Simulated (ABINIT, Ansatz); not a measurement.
# Calculated records

```json
{"subject": "How the form of the self-energy moves the gap of NaCl (Fm-3m)", "lattice_ang": [[0.0, 2.81, 2.81], [2.81, 0.0, 2.81], [2.81, 2.81, 0.0]], "atoms": [["Na", 0.0, 0.0, 0.0], ["Cl", 0.5, 0.5, 0.5]], "method": "RPA screening on PBE, plane waves, norm-conserving pseudopotentials (and 3 further levels or steps)", "program": "ABINIT 10.8.3", "settings": "cutoff 38 Ha, PseudoDojo scalar-relativistic 0.4.1 standard, norm-conserving, potential set dojo-sr-pbe-0.4.1-standard, ngkpt (6, 6, 6), nband 243, ecuteps 9.1 Ha, gwcalctyp 2, nfreqre 16, nfreqim 8, inclvkb 2, freqremax 40 eV, spmeth 1, nomegasf 120, shiftk (0, 0, 0), symchi 1, awtr 1, frequency cd, 6×6×6 k-mesh", "cost": "8 runs, 23 min in all on 4 MPI ranks of Intel Xeon 6975P-C (Granite Rapids), shared host", "notes": "The database entry behind the starting cell differs from other determinations of this structure. The program’s warnings: Min real frequency set to default [Ha] =. The cell and positions come from the Crystallography Open Database and are kept as given unless a step says otherwise.", "results": {"g0w0_godby_needs_plasmon_pole": "8.149 eV", "g0w0_engel_farid_plasmon_pole": "8.329 eV", "g0w0_hybertsen_louie_plasmon_pole": "8.301 eV", "one_shot_hartree_fock": "13.594 eV", "g0w0_contour_deformation": "8.103 eV", "known_limits": "short of the basis limit"}}
```

[Long decimals in the printed logs are rounded to 6 places.]

[Logs are printed without paths, hosts, clocks, repeated set-up lines and the standing remarks that a program may print on its own settings, such as how far it seeks lower states.]

[Paths, hosts, dates, memory and timing lines, banners, echoed tables and standing remarks are left out of the program output; an Ansatz launch command may be rebuilt from the run's recorded settings. Measured values are a selection of at most five: reports struck by readers or far from the other reports are left out. None is set beside runs whose start may be inverted or whose files or cutoffs have a known fault.]

[Runs of the session that timed out or met a known fault of the program may be left out.]

[Hosts, paths, dates, database ids (printed as entryN), source tags and the programs' standing remarks are cut or masked in the printed files.]

[G0W0 gaps are taken among the corrected bands and points alone; a level outside them can change the order at an edge.]

[Where Ansatz stands beside ABINIT at settings called matched, ABINIT's density can come from a denser mesh and the files from another edition; pairs whose starting gaps differed by over 0.03 eV were left out, so agreement reads better than it is.]
